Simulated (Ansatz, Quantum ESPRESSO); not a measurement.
# HoHg (Pm-3m): electron-phonon coupling, part 3 of 4

Wanted: the coupling constant λ of HoHg (Pm-3m) at ambient pressure.

Quantum ESPRESSO 7.5; DFT PBEsol, scalar-relativistic, plane waves, PseudoDojo norm-conserving, 4f in core pseudopotentials.

So far. Step 7 (Linear response on the mesh): The acoustic modes at Γ come out as far as 7.0 cm⁻¹ from zero, where they should vanish, a small numerical error. The relaxed cell has a = 3.631 Å (conventional setting).

### Step 9. Dispersion

From the force constants any wavevector is cheap; points of the mesh come back as solved, but for the sum rule and, in polar crystals, the LO-TO term at Γ; the rest is interpolation.

The input, matdyn.in:

```
 &input
    asr='crystal',
    flfrc='x.fc',
    flfrq='x.freq',
    flvec='x.modes',
    q_in_band_form=.true.,
    q_in_cryst_coord=.true.,
 /
8
  0.0000000   0.0000000   0.0000000  12  ! GAMMA
  0.0000000   0.5000000   0.0000000  12  ! X
  0.5000000   0.5000000   0.0000000  12  ! M
  0.0000000   0.0000000   0.0000000  12  ! GAMMA
  0.5000000   0.5000000   0.5000000  12  ! R
  0.0000000   0.5000000   0.0000000   1  ! X
  0.5000000   0.5000000   0.5000000  12  ! R
  0.5000000   0.5000000   0.0000000   1  ! M
```

Started as:

```sh
$ matdyn.x -in matdyn.in > matdyn.out
```

Numbers of over 12 decimals in the logs are rounded to 6 here.

Log:

```text
[banner, memory and clock lines left out]
Program MATDYN v.7.5

 mass for atomic type   1 not given; uses mass from file x.fc
 mass for atomic type   2 not given; uses mass from file x.fc
 Norm of the difference between old and new effective charges:    0.000000

 Norm of the difference between old and new force-constants:   0.000613333

     Message from routine matdyn:
     Z* not found in file x.fc, TO-LO splitting at q=0 will be absent!
     Message from routine matdyn:
     Z* not found in file x.fc, TO-LO splitting at q=0 will be absent!

Note: The following floating-point exceptions are signalling: IEEE_UNDERFLOW_FLAG
```

The job ended after 0.48 s (1 thread of Arm Neoverse V2, shared host).

This step gave:

```yaml
lowest_frequency_on_the_path: 0 cm⁻¹
mean_frequency: 71 cm⁻¹
debye_temperature_second_moment: 142 K
logarithmic_mean_frequency: 64.9 cm⁻¹
```

Matdyn.x, sum rule crystal. Phonon branches along the path, in cm⁻¹:

```
    point  branch 1  branch 2  branch 3  branch 4  branch 5  branch 6
        Γ         0         0         0        87        87        87
  halfway        38        38        52        84        84        98
        X        60        60        68        75        75       112
  halfway        41        45        58        65       105       116
        M        26        26        53        57       120       120
  halfway        28        45        60        77        93       107
        Γ         0         0         0        87        87        87
  halfway        43        43        49        97        99        99
        R        61        61        61       104       104       104
  halfway        36        43        60        87       101       115
        X        60        60        68        75        75       112
jump to R        61        61        61       104       104       104
  halfway        44        44        59        82       113       113
        M        26        26        53        57       120       120
```

The phonon branches as a text plot (rows in cm⁻¹):

```
    118 |          ********                                   ***
    113 |      ****  *    ***                     ********  **
    108 |     *     *      *              ****  **         *
    103 |    *              **           ************     *
     98 |   *      *          *       ***        *   **    *
     93 |  *                   **    *            **
     88 |***      *          * ******  *            *  *    *
     83 |   **   *           ***    * *              **      *
     78 |     **                     *                 **
     73 |       ***         *                            *
     68 |      **  *       *                             *    *
     63 |     *     *     *  *        *       ******    * **
     58 |    * ***********  * *        *   **** *   ****** ******
     53 |   * *   *   ******         *    * **   *     *        *
     48 |          *       **           ** *      *   *     *
     43 |    *      *     *    *        ***       *****      *
     38 |  **       **       *      *  *           ***        *
     33 |            *   *    * *     *
     28 |  *          ******** *     *                         **
     23 | *                   *
     18 |                      *** **
     13 |**                     *
      8 |*                       * *
      3 |                         *
         Γ      X      M          Γ            R        X|R     M
```

Lowest modes at the softest wavevector of the mesh; phase exp(i q.(R + tau)). Modes at q = (0.500, 0.500, 0.000), with each element's share of the kinetic energy:

```
mode  frequency (cm⁻¹)  Ho %  Hg %
   1              26.1    23    77
   2              26.1    23    77
   3              52.8   100     0
   4              56.8     0   100
   5             120.1    77    23
   6             120.1    77    23
```

Displacements in mode 2 (26.1 cm⁻¹), the largest set to 1, in the home cell:
```
Ho1 0.00 0.61 0.00
Hg2 1.00 0.00 0.00
```

Displacements in mode 5 (120.1 cm⁻¹), the largest set to 1, in the home cell:
```
Ho1 -1.00  0.00  0.00
Hg2  0.00  0.50  0.00
```

Force constants by pair (phonopy on the run's constants); pairs near half the supercell's span include their periodic images. Pair force constants, by row:

```
atom  neighbour  distance (Å)  third of the trace (eV/Å²)  along the pair's line (eV/Å²)
 Ho1     itself             0                       4.838                              –
 Ho1         Hg         3.145                     -0.3181                         -1.291
 Ho1         Ho         3.631                     -0.5331                         -2.073
 Ho1         Ho         5.136                     -0.1057                        -0.0243
 Ho1         Ho          6.29                     -0.3764                        -0.3764
 Hg2     itself             0                       2.748                              –
 Hg2         Ho         3.145                     -0.3181                         -1.291
 Hg2         Hg         3.631                     -0.0048                        -0.2113
 Hg2         Hg         5.136                     -0.0355                         -0.057
 Hg2         Hg          6.29                      -0.082                         -0.082
```

Harmonic mean-square displacement, third of the trace. Mean-square displacements:

| T (K) | Ho1 U_eq (Å²) | Hg2 U_eq (Å²) |
| --- | --- | --- |
| 0 | 0.00141 | 0.00171 |
| 100 | 0.00373 | 0.00575 |
| 300 | 0.01055 | 0.01673 |
| 600 | 0.02099 | 0.03336 |

Mode patterns, pair constants, displacements and means over the zone were worked out by phonopy from the force constants of q2r.x.

All branches are real along the path.

### Step 10. Sums over the zone

Sums over the zone need many more wavevectors than were solved, so the interpolation is sampled on a dense mesh.

The input, matdyn.in:

```
 &input
    asr='crystal',
    flfrc='x.fc',
    dos=.true.,
    fldos='x.dos',
    nk1=12,
    nk2=12,
    nk3=12,
    deltaE=0.3,
    la2F=.true.,
 /
```

Started as:

```sh
$ matdyn.x -in matdyn.in > matdyn.out
```

Log:

```text
[banner, memory and clock lines left out]
Program MATDYN v.7.5

 mass for atomic type   1 not given; uses mass from file x.fc
 mass for atomic type   2 not given; uses mass from file x.fc
 Norm of the difference between old and new effective charges:    0.000000

 Norm of the difference between old and new force-constants:   0.000613333

     Message from routine matdyn:
     Z* not found in file x.fc, TO-LO splitting at q=0 will be absent!
 Norm of the difference between old and new effective charges:    0.000000

 Norm of the difference between old and new force-constants:   0.00107562

 Norm of the difference between old and new effective charges:    0.000000

 Norm of the difference between old and new force-constants:   0.0022267

 Norm of the difference between old and new effective charges:    0.000000

 Norm of the difference between old and new force-constants:   0.00246596

 Norm of the difference between old and new effective charges:    0.000000

 Norm of the difference between old and new force-constants:   0.0023087

 Norm of the difference between old and new effective charges:    0.000000

 Norm of the difference between old and new force-constants:   0.00208084

 Norm of the difference between old and new effective charges:    0.000000

 Norm of the difference between old and new force-constants:   0.00194665

 Norm of the difference between old and new effective charges:    0.000000

 Norm of the difference between old and new force-constants:   0.00187794

 Norm of the difference between old and new effective charges:    0.000000

 Norm of the difference between old and new force-constants:   0.0018196

 Norm of the difference between old and new effective charges:    0.000000

 Norm of the difference between old and new force-constants:   0.00178415

 Norm of the difference between old and new effective charges:    0.000000

 Norm of the difference between old and new force-constants:   0.00186071

Note: The following floating-point exceptions are signalling: IEEE_UNDERFLOW_FLAG
```

Wall time 8.6 s (1 thread).

Numbers from this step:

| Item | Value |
| --- | --- |
| share of modes beyond 3i cm⁻¹ on the dense interpolated mesh | 0 |
| electron-phonon coupling constant | 0.6139 |
| logarithmic mean frequency weighted by the coupling | 71.02 K |
| zero-point energy per atom | 13.2 meV |
| heat capacity at 300 K | 24.67 J/(mol atoms K) |
| vibrational entropy at 300 K | 54.18 J/(mol atoms K) |

The phonon density of states has structure finer than the step of the table below, so its rows give means over 2.5 cm⁻¹, whole bins alone (the curve runs from 0 to 120 cm⁻¹). Peaks (cm⁻¹: height): total 36.00: 0.111, 43.20: 0.105, 57.60: 0.173, 81.00: 0.0865, 114.00: 0.111; Hg 36.00: 0.0803, 43.20: 0.0820, 58.20: 0.161; Ho 36.00: 0.0309, 55.20: 0.0223, 81.00: 0.0681, 114.00: 0.0922.

Tetrahedra. Table of phonon density of states by wavenumber; means over each step; values in 1/cm⁻¹/cell:

| wavenumber (cm⁻¹) | total | Hg | Ho |
| --- | --- | --- | --- |
| 2.5 | 2.9e-5 | 1.5e-5 | 1.5e-5 |
| 5.0 | 1.1e-4 | 6.3e-5 | 5.2e-5 |
| 7.5 | 2.6e-4 | 1.5e-4 | 1.1e-4 |
| 10.0 | 4.6e-4 | 2.6e-4 | 2.0e-4 |
| 12.5 | 1.0e-3 | 5.7e-4 | 4.3e-4 |
| 15.0 | 0.00238 | 0.00137 | 0.00102 |
| 17.5 | 0.00330 | 0.00191 | 0.00138 |
| 20.0 | 0.00444 | 0.00262 | 0.00181 |
| 22.5 | 0.00678 | 0.00410 | 0.00268 |
| 25.0 | 0.0102 | 0.00636 | 0.00387 |
| 27.5 | 0.0184 | 0.0124 | 0.00602 |
| 30.0 | 0.0496 | 0.0354 | 0.0142 |
| 32.5 | 0.0668 | 0.0481 | 0.0187 |
| 35.0 | 0.0872 | 0.0631 | 0.0241 |
| 37.5 | 0.0946 | 0.0687 | 0.0260 |
| 40.0 | 0.0816 | 0.0607 | 0.0210 |
| 42.5 | 0.0907 | 0.0696 | 0.0211 |
| 45.0 | 0.0906 | 0.0702 | 0.0204 |
| 47.5 | 0.0778 | 0.0602 | 0.0176 |
| 50.0 | 0.0633 | 0.0502 | 0.0131 |
| 52.5 | 0.0680 | 0.0565 | 0.0116 |
| 55.0 | 0.110 | 0.0909 | 0.0192 |
| 57.5 | 0.158 | 0.145 | 0.0130 |
| 60.0 | 0.105 | 0.0962 | 0.00924 |
| 62.5 | 0.0265 | 0.0183 | 0.00819 |
| 65.0 | 0.0134 | 0.00384 | 0.00957 |
| 67.5 | 0.0146 | 0.00248 | 0.0121 |
| 70.0 | 0.0184 | 0.00301 | 0.0154 |
| 72.5 | 0.0241 | 0.00389 | 0.0202 |
| 75.0 | 0.0366 | 0.00553 | 0.0311 |
| 77.5 | 0.0434 | 0.00780 | 0.0356 |
| 80.0 | 0.0603 | 0.0125 | 0.0477 |
| 82.5 | 0.0732 | 0.0164 | 0.0567 |
| 85.0 | 0.0630 | 0.0149 | 0.0481 |
| 87.5 | 0.0597 | 0.0140 | 0.0457 |
| 90.0 | 0.0467 | 0.00970 | 0.0370 |
| 92.5 | 0.0439 | 0.00916 | 0.0348 |
| 95.0 | 0.0439 | 0.00919 | 0.0347 |
| 97.5 | 0.0433 | 0.00939 | 0.0340 |
| 100.0 | 0.0462 | 0.0106 | 0.0356 |
| 102.5 | 0.0539 | 0.0124 | 0.0416 |
| 105.0 | 0.0724 | 0.0145 | 0.0580 |
| 107.5 | 0.0798 | 0.0149 | 0.0649 |
| 110.0 | 0.0881 | 0.0156 | 0.0725 |
| 112.5 | 0.103 | 0.0172 | 0.0860 |
| 115.0 | 0.0947 | 0.0170 | 0.0777 |
| 117.5 | 0.0495 | 0.0104 | 0.0391 |

Harmonic thermodynamic functions per atom, summed over the density of states scaled to three modes an atom; melting is ignored. Thermodynamic functions:

| T (K) | F_vib (meV/atom) | S (J/mol-atom/K) | C_V (J/mol-atom/K) |
| --- | --- | --- | --- |
| 0 | 13.2 | 0 | 0 |
| 50 | 10.55 | 13.62 | 17.62 |
| 100 | -0.47 | 27.84 | 22.64 |
| 200 | -38.7 | 44.23 | 24.33 |
| 300 | -90.03 | 54.18 | 24.67 |
| 400 | -150 | 61.29 | 24.79 |
| 500 | -216.5 | 66.83 | 24.84 |
| 600 | -288.2 | 71.36 | 24.87 |
| 700 | -364.2 | 75.2 | 24.89 |
| 800 | -443.9 | 78.52 | 24.9 |
| 900 | -526.9 | 81.46 | 24.91 |
| 1000 | -612.7 | 84.08 | 24.92 |

λ by broadening:

| broadening (Ry) | lambda | N(E_F) (states/spin/Ry/cell) | ω_log (K) |
| --- | --- | --- | --- |
| 0.005 | 1.123 | 12.82 | 63.32 |
| 0.01 | 0.7384 | 13.89 | 65.31 |
| 0.015 | 0.6522 | 14.17 | 69.08 |
| 0.02 | 0.6139 | 13.63 | 71.02 |
| 0.025 | 0.5836 | 12.87 | 72.08 |
| 0.03 | 0.5594 | 12.15 | 72.87 |
| 0.035 | 0.5422 | 11.55 | 73.55 |
| 0.04 | 0.5322 | 11.08 | 74.13 |
| 0.045 | 0.5289 | 10.72 | 74.62 |
| 0.05 | 0.5309 | 10.46 | 75 |

The alpha^2 F has structure finer than the step of the table below, so its rows give means over 0.5 meV, whole bins alone (the curve runs from 0.019 to 14.9 meV). Peaks (meV: height): 4.48: 0.526, 5.38: 0.377, 7.31: 0.455, 14.12: 0.390.

Gaussian broadening 0.02 Ry. Alpha^2 F against phonon energy; means over each step:

```csv
phonon energy (meV),alpha^2 F
0.5,8.7e-6
1.0,1.6e-4
1.5,9.3e-4
2.0,0.00332
2.5,0.00727
3.0,0.0198
3.5,0.120
4.0,0.299
4.5,0.413
5.0,0.316
5.5,0.306
6.0,0.208
6.5,0.177
7.0,0.302
7.5,0.251
8.0,0.0233
8.5,0.0160
9.0,0.0289
9.5,0.0526
10.0,0.0851
10.5,0.0920
11.0,0.0916
11.5,0.0965
12.0,0.105
12.5,0.134
13.0,0.199
13.5,0.259
14.0,0.362
14.5,0.196
```

At 300 K the heat capacity has reached 99 % of the Dulong-Petit value.

(Part 3 of 4 ends here.)

[Host names and launcher messages were left out of these logs when they were recorded.]

[Logs are printed without paths, hosts, clocks, repeated set-up lines and the standing remarks that a program may print on its own settings, such as how far it seeks lower states.]

[Hosts, paths, dates, database ids (printed as entryN), source tags and the programs' standing remarks are cut or masked in the printed files.]
